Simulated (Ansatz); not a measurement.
**Is Sn2W in the AlB2 type a stable metal?**

The plan: relax Sn2W in the AlB2 type, check its phonons, and, if the lattice is stable, compute its Eliashberg function and ρ(T).

Main program and level: Ansatz 0.2.0; DFT LDA, scalar-relativistic, plane waves, PAW; PAW set soft_1.

The structure was built from a prototype and need not be the compound's stable phase.

**1. The starting structure**

The structure is hexagonal, space group P6/mmm (No. 191). Conventional cell: a = 4.249 Å, b = 4.249 Å, c = 4.462 Å, α = 90.00°, β = 90.00°, γ = 120.00°. W has 12 Sn at 3.32 Å nearest. Nearest to Sn lie 3 Sn at 2.45 Å and 6 W at 3.32 Å. Farther neighbours are not listed.

As a file:

```cif
data_structure
_symmetry_space_group_name_H-M 'P6/mmm'
_symmetry_Int_Tables_number 191
_cell_length_a 4.2494
_cell_length_b 4.2494
_cell_length_c 4.4619
_cell_angle_alpha 90.000
_cell_angle_beta 90.000
_cell_angle_gamma 120.000
_cell_volume 69.78
loop_
_atom_site_label
_atom_site_type_symbol
_atom_site_symmetry_multiplicity
_atom_site_Wyckoff_symbol
_atom_site_fract_x
_atom_site_fract_y
_atom_site_fract_z
_atom_site_occupancy
W1 W 1 a 0.00000 0.00000 0.00000 1
Sn1 Sn 2 d 0.33333 0.66667 0.50000 1
```

**2. Relaxing cell and atoms**

The structure is brought to rest under this functional.

Input file input.yaml:

```yaml
crystal:
  lattice:
    - [4.24944, 0.0, 0.0]
    - [-2.12472, 3.68012, 0.0]
    - [0.0, 0.0, 4.46191]
  atoms:
    - { symbol: W, position: [0.0, 0.0, 0.0] }
    - { symbol: Sn, position: [0.33333333, 0.66666667, 0.5] }
    - { symbol: Sn, position: [0.66666667, 0.33333333, 0.5] }
kpoints:
  mp_grid: { grid: [9, 9, 8] }
hamiltonian:
  xc: lda
  pseudopotentials: { kind: paw, azcp: { folder: soft_1 }, xc_functional: pbe }
scf:
  occupations: { method: gaussian, width: 0.1 }
output:
  forces: true
  stress: true
  eigenvalues: true
relax:
  adjacent_minimum: "off"
  f_tol: 0.005
  max_steps: 80
  cell: { stress_tol: 0.05 }
```

Run with:

```bash
$ ansatz run input.yaml --threads 4 --pin off --max-ram 12288MiB --backend cpu --events-out ev --progress --plain --runs-dir out
```

Numbers of over 12 decimals in the logs are rounded to 6 here.

The program printed:

```text
Engine: ansatz 0.2.0, x86_64-unknown-linux-gnu
Pseudopotentials: kind: paw
Pseudopotential: W, paw, valence charge 14, recommended cutoff 420 eV (normal), soft_1/W.paw.azcp
Pseudopotential: Sn, paw, valence charge 14, recommended cutoff 420 eV (normal), soft_1/Sn.paw.azcp
Functional definition: SPW92
  exchange = slater_x
  correlation = pw_c
Crystal: 3 atoms, lattice volume = 69.777 Å³
Basis set: ecut = 420 eV, 1377 PW (Γ)
Bands: 26, of which v1, the nominal top of the filled ones, is band 21 counted from 1 (20 counted from 0)
Symmetry: 24 space group operations
Space group: P6/mmm (ITA 191), of the structure as read, at distance tolerance 4.1e-5 Å
k-points: 60 of 648
Non-local potential: W, projectors of the file, l = 0: 3, l = 1: 2, l = 2: 2, l = 3: 1
Non-local potential: Sn, projectors of the file, l = 0: 2, l = 1: 2, l = 2: 2, l = 3: 1
PAW form: soft (Blöchl's): semilocal exchange-correlation on the pseudo side does not see the compensation charge
PAW frozen core: W, regenerated for the run's functional, and the local potential with it (the file was generated under x = pbe(κ = 0.804, μ = 0.219515), c = pbe(β = 0.066725))
PAW frozen core: Sn, regenerated for the run's functional, and the local potential with it (the file was generated under x = pbe(κ = 0.804, μ = 0.219515), c = pbe(β = 0.066725))
PAW one-centre angular grid: W, 590 points (default); XC on 64 Gauss nodes
PAW one-centre angular grid: Sn, 590 points (default); XC on 64 Gauss nodes
Initial density: superposition of atomic densities (chi_scale 0.1, normalization cell, long waves kept (reshape's long-wave potential 0.00 eV rms))
Initial wavefunctions: pseudopotential atomic-orbital guess
Functional: x = slater, c = lda
SCF iter   1: F=—  HF=-21883.369386 eV  |F-HF|=—  |Δ(HF+E_count)|=         —  Δρ=5.50e-2  dr2=5.53e0  ethr=3.10e-3  ⟨swp⟩=6.1  Hψ=7300  notcnv=0
preconditioner: auto → Kerker (q_TF=auto, 2.507 Å⁻¹)  [metal: Δε(μ)=0.016 eV  Ē_g=17.008 eV  σ=0.100 eV  W_gap=0.09  n_scr=20 (ndim 8)  ℏωp=25.9 eV  f_vac=0.000  D(μ)=4.21/eV (n_scr^D=52)]
SCF iter   2: F=—  HF=-21882.457656 eV  |F-HF|=—  |Δ(HF+E_count)|=   9.12e-1  Δρ=1.52e-2  dr2=2.67e-1  ethr=3.10e-3  ⟨swp⟩=2.8  Hψ=2566  notcnv=0  defer=10
SCF iter   3: F=—  HF=-21882.401800 eV  |F-HF|=—  |Δ(HF+E_count)|=   5.59e-2  Δρ=7.04e-3  dr2=3.38e-2  ethr=6.36e-4  ⟨swp⟩=2.0  Hψ=2043  notcnv=0  defer=10
SCF iter   4: F=—  HF=-21882.392520 eV  |F-HF|=—  |Δ(HF+E_count)|=   9.28e-3  Δρ=2.07e-3  dr2=5.45e-3  ethr=8.05e-5  ⟨swp⟩=2.0  Hψ=1871  notcnv=0  defer=10
SCF iter   5: F=—  HF=-21882.391323 eV  |F-HF|=—  |Δ(HF+E_count)|=   1.20e-3  Δρ=6.38e-4  dr2=3.89e-4  ethr=1.30e-5  ⟨swp⟩=2.3  Hψ=1955  notcnv=0  defer=9
SCF iter   6: F=—  HF=-21882.391235 eV  |F-HF|=—  |Δ(HF+E_count)|=   8.80e-5  Δρ=2.05e-4  dr2=5.40e-5  ethr=9.26e-7  ⟨swp⟩=2.1  Hψ=1854  notcnv=0  defer=9
SCF iter   7: F=—  HF=-21882.391225 eV  |F-HF|=—  |Δ(HF+E_count)|=   9.67e-6  Δρ=6.59e-5  dr2=3.21e-6  ethr=1.29e-7  ⟨swp⟩=2.9  Hψ=2739  notcnv=0  defer=9
SCF iter   8: F=—  HF=-21882.391225 eV  |F-HF|=—  |Δ(HF+E_count)|=   1.85e-7  Δρ=1.53e-5  dr2=2.67e-7  ethr=7.63e-9  ⟨swp⟩=2.0  Hψ=1760  notcnv=0  defer=9
SCF iter   9: F=-21882.391225 eV  HF=-21882.391225 eV  |F-HF|=1.13e-8  |Δ(HF+E_count)|=   2.05e-8  Δρ=3.60e-6  dr2=1.45e-8  ethr=2.38e-10  ⟨swp⟩=6.9  Hψ=6118  notcnv=0
SCF 1 converged in 9 iterations: F = -21882.391225 eV  dr2 = 1.45e-8
  greatest PAW one-centre occupation: 0.999 electrons in one spin orbital (limit 2), on the W atom at site 0 (counted from 0), in its partial waves of l = 0
relax step   1: F+E_penalty+E_count = -21882.39122506 eV  Δ(F+E_penalty+E_count) = +0.000e0 eV  max|allowed force component| = 5.243e-17 eV/Å  Δτ_max = 0.0000 Å  P = +7.136 GPa  Ω = 69.777 Å³  (9 SCF iters, dr2 threshold 1.00e-7 eV, accepted)
Crystal: 3 atoms, lattice volume = 71.537 Å³
Basis set: ecut = 420 eV, 1401 PW (Γ)
Initial density: handed on by an earlier stage of this run
Initial wavefunctions: those handed on with the density
iter 1 solved again at ethr=3.89e-4 eV; its pass at ethr=3.10e-3 eV (dr2=1.63e-1 eV) is discarded
SCF iter   1: F=—  HF=-21883.346926 eV  |F-HF|=—  |Δ(HF+E_count)|=         —  Δρ=1.50e-2  dr2=1.62e-1  ethr=3.89e-4  ⟨swp⟩=1.0  Hψ=9565  notcnv=0
preconditioner: auto → Kerker (q_TF=auto, 2.497 Å⁻¹)  [metal: Δε(μ)=0.003 eV  Ē_g=16.230 eV  σ=0.100 eV  W_gap=0.02  n_scr=20 (ndim 8)  ℏωp=25.6 eV  f_vac=0.000  D(μ)=5.95/eV (n_scr^D=70)]
SCF iter   2: F=—  HF=-21883.315523 eV  |F-HF|=—  |Δ(HF+E_count)|=   3.14e-2  Δρ=4.62e-3  dr2=1.55e-2  ethr=3.85e-4  ⟨swp⟩=1.4  Hψ=1585  notcnv=0
SCF iter   3: F=—  HF=-21883.312935 eV  |F-HF|=—  |Δ(HF+E_count)|=   2.59e-3  Δρ=1.69e-3  dr2=1.81e-3  ethr=3.70e-5  ⟨swp⟩=1.3  Hψ=1583  notcnv=0
SCF iter   4: F=—  HF=-21883.312635 eV  |F-HF|=—  |Δ(HF+E_count)|=   3.00e-4  Δρ=1.92e-4  dr2=3.82e-5  ethr=4.30e-6  ⟨swp⟩=2.0  Hψ=1949  notcnv=0
SCF iter   5: F=—  HF=-21883.312632 eV  |F-HF|=—  |Δ(HF+E_count)|=   2.76e-6  Δρ=6.63e-5  dr2=4.19e-6  ethr=9.10e-8  ⟨swp⟩=2.9  Hψ=2924  notcnv=0
SCF iter   6: F=—  HF=-21883.312631 eV  |F-HF|=—  |Δ(HF+E_count)|=   1.09e-6  Δρ=1.93e-5  dr2=3.85e-7  ethr=9.98e-9  ⟨swp⟩=2.0  Hψ=2489  notcnv=0
SCF iter   7: F=-21883.312631 eV  HF=-21883.312631 eV  |F-HF|=7.97e-9  |Δ(HF+E_count)|=   1.24e-7  Δρ=7.07e-6  dr2=2.57e-8  ethr=7.14e-10  ⟨swp⟩=6.7  Hψ=6192  notcnv=0
SCF 2 converged in 7 iterations: F = -21883.312631 eV  dr2 = 2.57e-8
relax step   2: F+E_penalty+E_count = -21883.31263112 eV  Δ(F+E_penalty+E_count) = -9.214e-1 eV  max|allowed force component| = 9.252e-18 eV/Å  Δτ_max = 0.0000 Å  P = +0.693 GPa  Ω = 71.537 Å³  energy of the carried Pulay correction = -2.062e-4 eV  (7 SCF iters, dr2 threshold 3.00e-7 eV, accepted)
Crystal: 3 atoms, lattice volume = 70.479 Å³
Basis set: ecut = 420 eV, 1351 PW (Γ)
iter 1 solved again at ethr=1.43e-4 eV; its pass at ethr=3.10e-3 eV (dr2=6.00e-2 eV) is discarded
SCF iter   1: F=—  HF=-21884.015173 eV  |F-HF|=—  |Δ(HF+E_count)|=         —  Δρ=8.26e-3  dr2=5.96e-2  ethr=1.43e-4  ⟨swp⟩=1.0  Hψ=8876  notcnv=0
preconditioner: auto → Kerker (q_TF=auto, 2.503 Å⁻¹)  [metal: Δε(μ)=0.010 eV  Ē_g=16.162 eV  σ=0.100 eV  W_gap=0.06  n_scr=20 (ndim 8)  ℏωp=25.8 eV  f_vac=0.000  D(μ)=4.75/eV (n_scr^D=46)]
SCF iter   2: F=—  HF=-21884.004781 eV  |F-HF|=—  |Δ(HF+E_count)|=   1.04e-2  Δρ=3.44e-3  dr2=1.17e-2  ethr=1.42e-4  ⟨swp⟩=1.1  Hψ=1564  notcnv=0
SCF iter   3: F=—  HF=-21884.002615 eV  |F-HF|=—  |Δ(HF+E_count)|=   2.17e-3  Δρ=8.06e-4  dr2=6.49e-4  ethr=2.79e-5  ⟨swp⟩=1.4  Hψ=1596  notcnv=0
SCF iter   4: F=—  HF=-21884.002526 eV  |F-HF|=—  |Δ(HF+E_count)|=   8.87e-5  Δρ=1.27e-4  dr2=1.05e-5  ethr=1.54e-6  ⟨swp⟩=2.0  Hψ=1960  notcnv=0
SCF iter   5: F=—  HF=-21884.002531 eV  |F-HF|=—  |Δ(HF+E_count)|=   5.07e-6  Δρ=3.90e-5  dr2=1.89e-6  ethr=2.49e-8  ⟨swp⟩=2.9  Hψ=2895  notcnv=0
SCF iter   6: F=-21884.002531 eV  HF=-21884.002531 eV  |F-HF|=9.29e-8  |Δ(HF+E_count)|=   6.22e-7  Δρ=1.29e-5  dr2=1.83e-7  ethr=7.14e-10  ⟨swp⟩=5.0  Hψ=7133  notcnv=0
SCF 3 converged in 6 iterations: F = -21884.002531 eV  dr2 = 1.83e-7
relax step   3: F+E_penalty+E_count = -21884.00253064 eV  Δ(F+E_penalty+E_count) = -6.899e-1 eV  max|allowed force component| = 4.395e-17 eV/Å  Δτ_max = 0.0000 Å  P = -2.257 GPa  Ω = 70.479 Å³  energy of the carried Pulay correction = -8.269e-5 eV  (6 SCF iters, dr2 threshold 3.00e-7 eV, accepted)
[... from here on, the SCF cycles and remarks between the steps are left out ...]
relax step   4: F+E_penalty+E_count = -21884.65826262 eV  Δ(F+E_penalty+E_count) = -6.557e-1 eV  max|allowed force component| = 6.785e-17 eV/Å  Δτ_max = 0.0000 Å  P = -3.893 GPa  Ω = 68.550 Å³  energy of the carried Pulay correction = +1.475e-4 eV  (6 SCF iters, dr2 threshold 3.00e-7 eV, accepted)
relax step   5: F+E_penalty+E_count = -21885.26402832 eV  Δ(F+E_penalty+E_count) = -6.058e-1 eV  max|allowed force component| = 1.449e-16 eV/Å  Δτ_max = 0.0000 Å  P = -3.558 GPa  Ω = 65.789 Å³  energy of the carried Pulay correction = +4.881e-4 eV  (6 SCF iters, dr2 threshold 3.00e-7 eV, accepted)
relax step   6: F+E_penalty+E_count = -21885.86033438 eV  Δ(F+E_penalty+E_count) = -5.963e-1 eV  max|allowed force component| = 6.014e-17 eV/Å  Δτ_max = 0.0000 Å  P = -2.233 GPa  Ω = 62.899 Å³  energy of the carried Pulay correction = +8.599e-4 eV  (6 SCF iters, dr2 threshold 3.00e-7 eV, accepted)
relax step   7: F+E_penalty+E_count = -21886.44634067 eV  Δ(F+E_penalty+E_count) = -5.860e-1 eV  max|allowed force component| = 3.701e-16 eV/Å  Δτ_max = 0.0000 Å  P = -0.705 GPa  Ω = 60.387 Å³  energy of the carried Pulay correction = +1.197e-3 eV  (6 SCF iters, dr2 threshold 3.00e-7 eV, accepted)
relax step   8: F+E_penalty+E_count = -21886.93954595 eV  Δ(F+E_penalty+E_count) = -4.932e-1 eV  max|allowed force component| = 4.102e-16 eV/Å  Δτ_max = 0.0000 Å  P = +3.683 GPa  Ω = 57.827 Å³  energy of the carried Pulay correction = +1.553e-3 eV  (6 SCF iters, dr2 threshold 3.00e-7 eV, accepted)
relax step   9: F+E_penalty+E_count = -21887.16523068 eV  Δ(F+E_penalty+E_count) = -2.257e-1 eV  max|allowed force component| = 2.159e-16 eV/Å  Δτ_max = 0.0000 Å  P = +3.272 GPa  Ω = 58.458 Å³  energy of the carried Pulay correction = +1.464e-3 eV  (6 SCF iters, dr2 threshold 3.00e-7 eV, accepted)
relax step  10: F+E_penalty+E_count = -21887.21110978 eV  Δ(F+E_penalty+E_count) = -4.588e-2 eV  max|allowed force component| = 1.110e-16 eV/Å  Δτ_max = 0.0000 Å  P = +0.523 GPa  Ω = 59.338 Å³  energy of the carried Pulay correction = +1.341e-3 eV  (5 SCF iters, dr2 threshold 3.00e-7 eV, accepted)
relax step  11: F+E_penalty+E_count = -21887.21148066 eV  Δ(F+E_penalty+E_count) = -3.709e-4 eV  max|allowed force component| = 7.093e-17 eV/Å  Δτ_max = 0.0000 Å  P = -0.145 GPa  Ω = 59.664 Å³  energy of the carried Pulay correction = +1.296e-3 eV  (4 SCF iters, dr2 threshold 3.00e-7 eV, accepted)
relax step  12: F+E_penalty+E_count = -21887.21155780 eV  Δ(F+E_penalty+E_count) = -7.713e-5 eV  max|allowed force component| = 1.496e-16 eV/Å  Δτ_max = 0.0000 Å  P = +0.000 GPa  Ω = 59.589 Å³  energy of the carried Pulay correction = +1.307e-3 eV  (4 SCF iters, dr2 threshold 1.41e-7 eV, accepted)
relax step  13: F+E_penalty+E_count = -21887.21899495 eV  Δ(F+E_penalty+E_count) = -7.437e-3 eV  max|allowed force component| = 1.434e-16 eV/Å  Δτ_max = 0.0000 Å  P = +0.244 GPa  Ω = 59.589 Å³  stress off target by 3.75e-1 GPa  SCF on the basis re-selected at this cell (its energy is not comparable with the rows above)  (6 SCF iters)
relax step  14: F+E_penalty+E_count = -21887.21914711 eV  Δ(F+E_penalty+E_count) = -1.522e-4 eV  max|allowed force component| = 1.542e-17 eV/Å  Δτ_max = 0.0000 Å  P = +0.013 GPa  Ω = 59.712 Å³  energy of the carried Pulay correction = -1.664e-5 eV  (4 SCF iters, dr2 threshold 3.00e-7 eV, accepted)
iter 1 solved again at ethr=2.01e-8 eV; its pass at ethr=3.10e-3 eV (dr2=8.44e-6 eV) is discarded
SCF iter   1: F=—  HF=-21887.219164 eV  |F-HF|=—  |Δ(HF+E_count)|=         —  Δρ=6.03e-6  dr2=1.31e-8  ethr=2.01e-8  ⟨swp⟩=3.9  Hψ=11788  notcnv=0
preconditioner: auto → Kerker (q_TF=auto, 2.573 Å⁻¹)  [metal: Δε(μ)=0.036 eV  Ē_g=16.866 eV  σ=0.100 eV  W_gap=0.20  n_scr=14 (ndim 8)  ℏωp=28.0 eV  f_vac=0.000  D(μ)=2.39/eV (n_scr^D=26)]
SCF iter   2: F=—  HF=-21887.219163 eV  |F-HF|=—  |Δ(HF+E_count)|=   7.00e-7  Δρ=3.62e-6  dr2=5.86e-9  ethr=3.12e-11  ⟨swp⟩=2.6  Hψ=2689  notcnv=0
SCF iter   3: F=—  HF=-21887.219163 eV  |F-HF|=—  |Δ(HF+E_count)|=   1.91e-9  Δρ=5.17e-7  dr2=1.92e-10  ethr=1.39e-11  ⟨swp⟩=2.2  Hψ=2105  notcnv=0
SCF iter   4: F=-21887.219163 eV  HF=-21887.219163 eV  |F-HF|=7.28e-12  |Δ(HF+E_count)|=  6.91e-11  Δρ=1.39e-7  dr2=1.23e-11  ethr=1.00e-12  ⟨swp⟩=7.5  Hψ=7847  notcnv=0
SCF 15 converged in 4 iterations: F = -21887.219163 eV  dr2 = 1.23e-11
relax step  15: F+E_penalty+E_count = -21887.21916321 eV  Δ(F+E_penalty+E_count) = -1.610e-5 eV  max|allowed force component| = 9.560e-17 eV/Å  Δτ_max = 0.0000 Å  P = +0.013 GPa  Ω = 59.712 Å³  stress off target by 1.75e-2 GPa  SCF on the basis re-selected at this cell (its energy is not comparable with the rows above)  (4 SCF iters)
basis re-selected at this cell: Δ(F+E_penalty+E_count) = -1.610e-5 eV, ΔP = +0.000 GPa vs the last step (what re-selecting the basis moved, of the pressure what is left beyond the Pulay correction that the steps carried, after the strain that the cell walked since its last selection, with what the two solves' SCF thresholds leave and, on support functions, any second-order correction that the steps lacked; it is no m [...]
SCF converged after 4 iterations
Free energy (F): -21887.219163 eV
Harris-Foulkes:  -21887.219163 eV  (|F-HF|=7.28e-12)
Internal energy: -21887.207231 eV  (E = F + TS)
E sigma→0 (E₀):  -21887.213197 eV
Entropy (-TS):   -0.011932 eV (-3.977 meV/atom)
Fermi energy:    16.411001 eV
--- Per-component energies (eV) ---
  E_band       = -186.960908
  E_kinetic    = 763.880252
  E_local      = -2257.921866  (includes V_loc(G=0)·N_el)
  E_nonlocal   = 281.464077
  E_hartree    = 1119.857539
  E_xc         = -517.251567
  E_vxc        = -395.661706  (∫ρ·V_xc dr)
  E_paw        = -16775.613502  (= ΣΔE_a)
  E_vpaw       = -818.437381  (= ΣTr[D̂ρ^β])
  E_aug_tail   = 0.000708  (compensation charges beyond the density's cutoff)
  E_ewald      = -4502.755903
  E_core_change = 1.133031  (= ΣΔE_core)
  E_smearing   = -0.011932  (= −TS)
  E_closure    = 0.000000  (closes the sum)
  Σ components = -21887.219163   (vs F -21887.219163, Δ=0.00e0)
--- Forces (eV/Å), atoms counted from 1 ---
  atom   1  W      0.00000000     0.00000000     0.00000000
  atom   2  Sn    -0.00000000     0.00000000    -0.00000000
  atom   3  Sn     0.00000000    -0.00000000     0.00000000
  max |Σ_I F_I| component: 1.85e-17 eV/Å
--- Stress (GPa, compression-positive) ---
        0.017542      -0.000000       0.000000
        0.000000       0.017542      -0.000000
        0.000000      -0.000000       0.004676
  P = ⅓ Tr σ = 0.0133 GPa (0.133 kbar)
--- Band table (eV; the first three rows and the last of 60) ---
  k-point 0: bands = [... 17 lower, 11.2565, 12.5179, 15.3304, 15.3304, 18.2324, 18.2324, 18.2566, 19.0088, ... 1 higher]
  k-point 1: bands = [... 17 lower, 11.5834, 13.1959, 15.0098, 15.0098, 18.0422, 18.4288, 18.4288, 18.9469, ... 1 higher]
  k-point 2: bands = [... 17 lower, 12.5250, 14.2376, 14.2376, 14.3935, 16.6412, 18.5690, 18.5690, 19.2044, ... 1 higher]
  k-point 59: bands = [... 17 lower, 11.8759, 13.5042, 15.0176, 15.6321, 15.6321, 16.8670, 16.8670, 21.7087, ... 1 higher]
--- Relaxed structure (13 steps of the walk, 13 accepted, 2 SCFs on fresh bases) ---
  F+E_penalty+E_count = -21887.21916321 eV   max|allowed force component| = 9.560e-17 eV/Å   (the final SCF, on the basis selected at the relaxed cell)
  cell:  # Å, volume = 59.7119 Å³
    - [4.964480, 0, 0]
    - [-2.482240, 4.299366, -1.3942009163003314e-17]
    - [0, -1.690378705521229e-17, 2.797582]
  atoms:
    - { symbol: W, position: [0, 0, 0] }
    - { symbol: Sn, position: [0.333333, 0.666667, 0.5] }
    - { symbol: Sn, position: [0.666667, 0.333333, 0.5] }
```

Run time: 13 s. Hardware: 4 threads of AMD EPYC 9B14 (Zen 4), shared host; peak memory 0.49 GiB.

Relaxation path:

```csv
step,energy less that of the first step (eV),largest force component (eV/Å),pressure (GPa),volume (Å³)
1,0.0000,0.0000,7.14,69.78
2,-0.9214,0.0000,0.69,71.54
3,-1.6113,0.0000,-2.26,70.48
4,-2.2670,0.0000,-3.89,68.55
5,-2.8728,0.0000,-3.56,65.79
6,-3.4691,0.0000,-2.23,62.90
7,-4.0551,0.0000,-0.71,60.39
8,-4.5483,0.0000,3.68,57.83
9,-4.7740,0.0000,3.27,58.46
10,-4.8199,0.0000,0.52,59.34
11,-4.8203,0.0000,-0.14,59.66
12,-4.8203,0.0000,0.00,59.59
13*,-4.8278,0.0000,0.24,59.59
14,-4.8279,0.0000,0.01,59.71
15*,-4.8279,0.0000,0.01,59.71
```

Relaxation steps marked * repeat the geometry before them on a plane-wave basis chosen anew for their cell, so energy and pressure can jump there.

The run keeps the 24 symmetry operations that it works with, so distortions that break them were not tested.

| cell as run | before | after | change |
| --- | --- | --- | --- |
| a (Å) | 4.249 | 4.964 | +16.8 % |
| b (Å) | 4.249 | 4.964 | +16.8 % |
| c (Å) | 4.462 | 2.798 | -37.3 % |
| volume (Å³/atom) | 23.26 | 19.90 | -14.4 % |

Final coordinates:

```xyz
3
Lattice="4.9645 0.0000 0.0000 -2.4822 4.2994 0.0000 0.0000 0.0000 2.7976" Properties=species:S:1:pos:R:3 pbc="T T T"
W     0.0000    0.0000    0.0000
Sn    0.0000    2.8662    1.3988
Sn    2.4822    1.4331    1.3988
```

Numbers from this step:

* pressure: 0.01325 GPa
* volume per atom: 19.90 Å³/atom
* metallic on mesh: yes
* gap on the k-mesh: 0 eV

The largest force is now zero by symmetry and the largest stress component 0.018 GPa.

**3. Relaxation**

The cell moved far, so the relaxation is started again from the new cell to confirm it.

input.yaml, the sections that differ from step 2:

```yaml
crystal:
  lattice:
    - [4.9644798241, 0.0, 0.0]
    - [-2.4822399121, 4.2993656443, 0.0]
    - [0.0, 0.0, 2.7975817333]
  atoms:
    - { symbol: W, position: [0.0, 0.0, 0.0] }
    - { symbol: Sn, position: [0.3333333333, 0.6666666667, 0.5] }
    - { symbol: Sn, position: [0.6666666667, 0.3333333333, 0.5] }
kpoints:
  mp_grid: { grid: [9, 9, 10] }
# hamiltonian, scf, output, relax: as in step 2
```

The program printed:

```text
[the first part of the log is left out]
  E_paw        = -16775.667292  (= ΣΔE_a)
  E_vpaw       = -818.504737  (= ΣTr[D̂ρ^β])
  E_aug_tail   = 0.000712  (compensation charges beyond the density's cutoff)
  E_ewald      = -4506.518489
  E_core_change = 1.133031  (= ΣΔE_core)
  E_smearing   = -0.009372  (= −TS)
  E_closure    = 0.000000  (closes the sum)
  Σ components = -21887.220238   (vs F -21887.220238, Δ=0.00e0)
[...]
--- Stress (GPa, compression-positive) ---
       -0.031599       0.000000       0.000000
        0.000000      -0.031599       0.000000
        0.000000       0.000000      -0.020313
  P = ⅓ Tr σ = -0.0278 GPa (-0.278 kbar)
--- Band table (eV; the first three rows and the last of 72) ---
[...]
--- Relaxed structure (3 steps of the walk, 2 accepted, 1 SCFs on fresh bases) ---
[...]
cell:  # Å, volume = 59.5816 Å³
    - [4.951183, 2.8790052961114963e-11, 0.0]
    - [-2.475591, 4.287850, 0.0]
    - [0.0, 0.0, 2.806489]
  atoms:
    - { symbol: W, position: [0, 0, 0.0] }
    - { symbol: Sn, position: [0.333333, 0.666667, 0.500000] }
    - { symbol: Sn, position: [0.666667, 0.333333, 0.500000] }
```

Run time: 4.2 s. Hardware: 4 threads; peak memory 0.48 GiB.

Step by step:

```
step  energy less that of the first step (eV)  largest force component (eV/Å)  pressure (GPa)  volume (Å³)
   1                                   0.0000                          0.0000           -0.13        59.71
   2                                   0.0013                          0.0000            0.22        59.37
   3                                  -0.0013                          0.0000           -0.03        59.58
   4                                  -0.0013                          0.0000           -0.03        59.58
```

The log counts 1 steps on a newly chosen plane-wave basis, not all of them marked here; energy and pressure can jump at such steps. Relaxation step 2 was tried and not accepted.

| conventional cell, symmetrised | before | after | change |
| --- | --- | --- | --- |
| a (Å) | 4.964 | 4.951 | -0.3 % |
| b (Å) | 4.964 | 4.951 | -0.3 % |
| c (Å) | 2.798 | 2.806 | +0.3 % |
| volume (Å³/atom) | 19.90 | 19.86 | -0.2 % |

The relaxed structure:

```xyz
3
Lattice="4.9512 0.0000 0.0000 -2.4756 4.2878 0.0000 0.0000 0.0000 2.8065" Properties=species:S:1:pos:R:3 pbc="T T T"
W     0.0000    0.0000    0.0000
Sn    0.0000    2.8586    1.4032
Sn    2.4756    1.4293    1.4032
```

Numbers from this step:

```yaml
pressure: -0.02784 GPa
volume_per_atom: 19.86 Å³/atom
```

The largest force is now zero by symmetry and the largest stress component 0.032 GPa.

(Continued in part 2 of 3.)

[Logs are printed without paths, hosts, clocks, repeated set-up lines and the standing remarks that a program may print on its own settings, such as how far it seeks lower states.]

[Hosts, paths, dates, database ids (printed as entryN), source tags and the programs' standing remarks are cut or masked in the printed files.]
